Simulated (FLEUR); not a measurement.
# Co (volume factor 0.96 on the database's cell): anisotropy by force theorems

One state of Co (volume factor 0.96 on the database's cell) is converged without symmetry. Force theorems then give its anisotropy.

Main program and level: FLEUR MaX-R8.1; PBE; all-electron FLAPW, Dirac cores, scalar-relativistic bands.

Report form: the programs' logs are mostly left out.

## Step 1: Starting point

Symmetry: P6_3/mmc, No. 194, hexagonal system. The conventional cell has a = 2.474 Å, b = 2.474 Å, c = 4.015 Å, α = 90.00°, β = 90.00°, γ = 120.00°. Co has 12 Co at 2.46 to 2.47 Å nearest.

The cell is strained on purpose: volume factor 0.96 on the database's cell.

## Step 2: Self-consistent state

The force theorems are single passes in this state's potential, so it has to be converged first.

No symmetry is used, so that later steps may turn the spins freely; k and −k are joined. inpgen writes inp.xml from crystal.txt; cutoffs, mixing, functional, smearing and local orbitals are then set in the file. The k list scf (kpts.xml, not shown) is a Γ-centred 14×14×8 mesh; where the ranks do not divide the number of points, some are split in two of half the weight.

File inp.xml:

```
<?xml version="1.0" encoding="UTF-8" standalone="no"?>
<fleurInput fleurInputVersion="0.39">
   <comment>
      Co
   </comment>
   <calculationSetup>
      <cutoffs Kmax="3.61" Gmax="10.8" GmaxXC="10.8" numbands="0"/>
      <scfLoop itmax="110" minDistance="0.00002" maxIterBroyd="15" imix="Anderson" alpha="0.05" precondParam="0.0" spinf="2.0" sdNocoIR="T"/>
      <coreElectrons ctail="F" frcor="F" kcrel="0" coretail_lmax="0"/>
      <xcFunctional name="pbe" relativisticCorrections="F"/>
      <magnetism jspins="2" l_noco="F" l_ss="F">
         <qss>0.0 0.0 0.0</qss>
         <mtNocoParams l_mperp="F" l_mtNocoPot="F" l_relaxSQA="F" mag_mixing_scheme="0" mix_RelaxWeightOffD="1.0" l_constrained="F" mix_constr="1.0"/>
         <sourceFreeMag l_sourceFree="F" l_scaleMag="F" mag_scale="1.0"/>
      </magnetism>
      <soc l_soc="F" theta="0.0" phi="0.0" spav="F"/>
      <expertModes spex="0" secvar="F"/>
      <geometryOptimization l_f="F" forcealpha="1.0" forcemix="BFGS" epsdisp="0.00001" epsforce="0.00001"/>
      <ldaU l_linMix="F" mixParam="0.05" spinf="1.0"/>
   </calculationSetup>
   <cell>
      <bzIntegration valenceElectrons="34.0" mode="hist" fermiSmearingEnergy="0.00183747">
         <kPointListSelection listName="scf"/>
         <xi:include xmlns:xi="http://www.w3.org/2001/XInclude" href="kpts.xml"> </xi:include>
      </bzIntegration>
      <xi:include xmlns:xi="http://www.w3.org/2001/XInclude" href="sym.xml"> </xi:include>
      <bulkLattice scale="1.0">
         <bravaisMatrix>
            <row-1>    4.6742603587282447     0.0000000001322808     0.0000000000000000</row-1>
            <row-2>   -2.3371301794775059     4.0480282144906017     0.0000000000000000</row-2>
            <row-3>    0.0000000000000000     0.0000000000000000     7.5870512320327279</row-3>
         </bravaisMatrix>
      </bulkLattice>
   </cell>
   <atomSpecies>
      <species name="Cobalt (Co2.000" element="Co" atomicNumber="27">
         <mtSphere radius="2.27" gridPoints="751" logIncrement="0.016"/>
         <atomicCutoffs lmax="8" lnonsphr="6"/>
         <electronConfig flipSpins="F">
            <coreConfig>(1s1/2) (2s1/2) (2p1/2) (2p3/2)</coreConfig>
            <valenceConfig>(3s1/2) (3p1/2) (3p3/2) (4s1/2) (3d3/2) (3d5/2)</valenceConfig>
            <stateOccupation state="(3d3/2)" spinUp="1.5" spinDown="1.3"/>
            <stateOccupation state="(3d5/2)" spinUp="3.0" spinDown="1.2"/>
         </electronConfig>
         <energyParameters s="4" p="4" d="3" f="4"/>
         <lo type="SCLO" l="0" n="3" eDeriv="0"/>
         <lo type="SCLO" l="1" n="3" eDeriv="0"/>
      </species>
   </atomSpecies>
   <atomGroups>
      <atomGroup species="Cobalt (Co2.000">
         <relPos label="                   1">1.000/3.000 -1.000/3.000 1.000/4.000</relPos>
         <force calculate="T" relaxXYZ="TTT"/>
         <nocoParams  alpha="0.0" beta="0.0"/>
      </atomGroup>
      <atomGroup species="Cobalt (Co2.000">
         <relPos label="                   2">-1.000/3.000 1.000/3.000 -1.000/4.000</relPos>
         <force calculate="T" relaxXYZ="TTT"/>
         <nocoParams  alpha="0.0" beta="0.0"/>
      </atomGroup>
   </atomGroups>
   <output dos="F" band="F" slice="F">
      <bandDOS minEnergy="-.5*Htr" maxEnergy="0.5*Htr" sigma="0.015" storeEVData="T"/>
      <plotting iplot="0" polar="F">
         <plot TwoD="T" vec1="  1.0  0.0  0.0" vec2="  0.0  1.0  0.0" vec3="  0.0  0.0  1.0" zero="  0.0  0.0  0.0" file="plot"/>
      </plotting>
      <moessbauerParams electricFieldGradient="F" isomerShift="F" coreHyperfine="F" valenceHyperfine="F"/>
   </output>
</fleurInput>
```

File crystal.txt:

```
Co
&input film=F cartesian=F /
2.47351205970  0.00000000007  0.00000000000
-1.23675602991  2.14212428023  0.00000000000
0.00000000000  0.00000000000  4.01489461000
1.8897261246
1.0 1.0 1.0

2
27 0.33333333333  0.66666666667  0.25000000000 : 2.000
27 0.66666666667  0.33333333333  0.75000000000 : 2.000

&kpt div1=14 div2=14 div3=8 gamma=T /
```

The run is started by

```
OMP_NUM_THREADS=1 inpgen -f crystal.txt -nosym -noco > inpgen.log  # inp.xml is then edited as shown
OMP_NUM_THREADS=1 mpirun -n 8 fleur_MPI > fleur.log
```

Elapsed: 66 s, on 8 MPI ranks of Arm Neoverse V2, shared host; peak memory 0.76 GiB.

This step gave:

```
free energy                                                       : -75836.8023 eV
program's band gap on this mesh (in a metal only a level spacing) : 0.004094 eV
magnetization                                                     : 3.107 μB
final state                                                       : ferromagnetic
largest moment                                                    : 1.616 μB
```

After 19 cycles the largest moment stands at 1.62 μB.

## Step 3: Energy against the direction of the moments, rung 1

Anisotropy is a small difference, so it is taken from sums over occupied states at a frozen potential, where most errors cancel.

One pass with spin–orbit coupling for each direction, from the saved density. Inversion lets half of the mesh serve, which the program's warning doesn't know. The k list mae (kpts.xml, not shown) is a Γ-centred 18×18×10 mesh.

Changes to inp.xml since step 2:

```diff
@@ -6,4 +6,4 @@
    <calculationSetup>
-      <cutoffs Kmax="3.61" Gmax="10.8" GmaxXC="10.8" numbands="0"/>
-      <scfLoop itmax="110" minDistance="0.00002" maxIterBroyd="15" imix="Anderson" alpha="0.05" precondParam="0.0" spinf="2.0" sdNocoIR="T"/>
+      <cutoffs Kmax="3.61" Gmax="10.8" GmaxXC="10.8" numbands="74"/>
+      <scfLoop itmax="1" minDistance="0.00002" maxIterBroyd="15" imix="Anderson" alpha="0.05" precondParam="0.0" spinf="2.0" sdNocoIR="T"/>
       <coreElectrons ctail="F" frcor="F" kcrel="0" coretail_lmax="0"/>
@@ -15,3 +15,3 @@
       </magnetism>
-      <soc l_soc="F" theta="0.0" phi="0.0" spav="F"/>
+      <soc l_soc="T" theta="0.0" phi="0.0" spav="F"/>
       <expertModes spex="0" secvar="F"/>
@@ -22,3 +22,3 @@
       <bzIntegration valenceElectrons="34.0" mode="hist" fermiSmearingEnergy="0.00183747">
-         <kPointListSelection listName="scf"/>
+         <kPointListSelection listName="mae"/>
          <xi:include xmlns:xi="http://www.w3.org/2001/XInclude" href="kpts.xml"> </xi:include>
@@ -68,2 +68,5 @@
    </output>
+   <forceTheorem>
+      <MAE theta="0.0 1.5707963 1.5707963 0.7853982" phi="0.0 0.0 0.5235988 0.0"/>
+   </forceTheorem>
 </fleurInput>
```

The run is started by

```
OMP_NUM_THREADS=1 mpirun -n 8 fleur_MPI -warn_only > fleur.log
```

The job ended after 49 s (8 MPI ranks; peak memory 1.6 GiB).

Anisotropy energies, by row:

| axis | x | y | z | band energy less the first axis' (meV a cell) |
| --- | --- | --- | --- | --- |
| [001] | 0 | 0 | 1 | 0 |
| [100] | 1 | 0 | 0 | 0.04982 |
| [210] | 0.866 | 0.5 | 0 | 0.05037 |
| 45 degrees from [001] toward [100] | 0.7071 | 0 | 0.7071 | 0.02332 |

Indices are those of the standard conventional cell; x, y, z give the same directions in the axes of the input.

## Step 4: Energy against the direction of the moments, rung 2

A second rung shows how far the first can be trusted.

The k list mae (kpts.xml, not shown) is a Γ-centred 26×26×14 mesh.

inp.xml is that of step 3.

Elapsed: 2.3 min, on 8 MPI ranks; peak memory 3.9 GiB; 19 min of CPU time.

Anisotropy energies, by row:

| axis | x | y | z | band energy less the first axis' (meV a cell) |
| --- | --- | --- | --- | --- |
| [001] | 0 | 0 | 1 | 0 |
| [100] | 1 | 0 | 0 | -0.005116 |
| [210] | 0.866 | 0.5 | 0 | -0.005361 |
| 45 degrees from [001] toward [100] | 0.7071 | 0 | 0.7071 | -0.003129 |

## Step 5: Spin–orbit coupling, moments along [001]

Spin–orbit coupling ties the spins to the lattice and lets orbital moments form.

A new self-consistent run of the start ferro ++, with the moments along z. The k list default-1 (kpts.xml, not shown) is a Γ-centred 26×26×14 mesh.

Changes to inp.xml since step 2:

```diff
@@ -6,12 +6,8 @@
    <calculationSetup>
-      <cutoffs Kmax="3.61" Gmax="10.8" GmaxXC="10.8" numbands="0"/>
+      <cutoffs Kmax="3.61" Gmax="10.8" GmaxXC="10.8" numbands="74"/>
       <scfLoop itmax="110" minDistance="0.00002" maxIterBroyd="15" imix="Anderson" alpha="0.05" precondParam="0.0" spinf="2.0" sdNocoIR="T"/>
-      <coreElectrons ctail="F" frcor="F" kcrel="0" coretail_lmax="0"/>
+      <coreElectrons ctail="T" frcor="F" kcrel="0" coretail_lmax="0"/>
       <xcFunctional name="pbe" relativisticCorrections="F"/>
-      <magnetism jspins="2" l_noco="F" l_ss="F">
-         <qss>0.0 0.0 0.0</qss>
-         <mtNocoParams l_mperp="F" l_mtNocoPot="F" l_relaxSQA="F" mag_mixing_scheme="0" mix_RelaxWeightOffD="1.0" l_constrained="F" mix_constr="1.0"/>
-         <sourceFreeMag l_sourceFree="F" l_scaleMag="F" mag_scale="1.0"/>
-      </magnetism>
-      <soc l_soc="F" theta="0.0" phi="0.0" spav="F"/>
+      <magnetism jspins="2"/>
+      <soc l_soc="T" theta="0.0" phi="0.0" spav="F"/>
       <expertModes spex="0" secvar="F"/>
@@ -22,3 +18,3 @@
       <bzIntegration valenceElectrons="34.0" mode="hist" fermiSmearingEnergy="0.00183747">
-         <kPointListSelection listName="scf"/>
+         <kPointListSelection listName="default-1"/>
          <xi:include xmlns:xi="http://www.w3.org/2001/XInclude" href="kpts.xml"> </xi:include>
@@ -52,9 +48,4 @@
          <relPos label="                   1">1.000/3.000 -1.000/3.000 1.000/4.000</relPos>
-         <force calculate="T" relaxXYZ="TTT"/>
-         <nocoParams  alpha="0.0" beta="0.0"/>
-      </atomGroup>
-      <atomGroup species="Cobalt (Co2.000">
          <relPos label="                   2">-1.000/3.000 1.000/3.000 -1.000/4.000</relPos>
          <force calculate="T" relaxXYZ="TTT"/>
-         <nocoParams  alpha="0.0" beta="0.0"/>
       </atomGroup>
```

Changes to crystal.txt since step 2:

```diff
@@ -12,2 +12,3 @@
 
-&kpt div1=14 div2=14 div3=8 gamma=T /
+&soc 0.0000000 0.0000000 /
+&kpt div1=26 div2=26 div3=14 gamma=T /
```

The run is started by

```
OMP_NUM_THREADS=1 inpgen -f crystal.txt > inpgen.log  # inp.xml is then edited as shown
OMP_NUM_THREADS=1 mpirun -n 8 fleur_MPI > fleur.log
```

It took 2.3 min on 8 MPI ranks; peak memory 0.99 GiB.

Numbers from this step:

```yaml
free_energy: -75836.8468 eV
program_s_band_gap_on_this_mesh_in_a_metal_only_a_level_spacing: 0 eV
magnetization: 3.177 μB
final_state: ferromagnetic
largest_moment: 1.649 μB
orbital_moment_along_the_spin: 0.07262 μB
```

Orbital moment in the sphere, along the spin axis by atom:

| atom | orbital moment in the sphere, along the spin axis (μB) |
| --- | --- |
| Co1 | 0.0726 |
| Co2 | 0.0726 |

## Step 6: What came out

| Property | Result |
| --- | --- |
| reference state | ferromagnetic |
| largest sphere moment | 1.62 μB |
| easy direction of those tried | not resolved |
| energy along [100] less [001], force theorem | -0.00512 meV a primitive cell |
| orbital moment on the atom of largest spin, along its spin (spin–orbit run) | 0.0726 μB |

What this shows: The lowest directions differ by less than these runs resolve; shape anisotropy is not included. The difference for the second direction goes from 0.050 meV (mesh 18×18×10, 74 states, 6.6 min of CPU time) to -0.0051 meV (mesh 26×26×14, 74 states, 19 min), so it is not converged. The orbital moment is parallel to the spin, as Hund's third rule has it for a shell over half filled. The state was typed, and no other order was converged beside it, so it need not be the ground state.

[Logs and program files are shortened in this print: banners, set-up blocks, solver, clock and traceback lines can be left out without a mark of their own.]

[Logs are printed without paths, hosts, clocks, repeated set-up lines and the standing remarks that a program may print on its own settings, such as how far it seeks lower states.]

[Hosts, paths, dates, database ids (printed as entryN), source tags and the programs' standing remarks are cut or masked in the printed files.]

[Where a cell is said to come from a database of computed structures, the database is the Materials Project.]
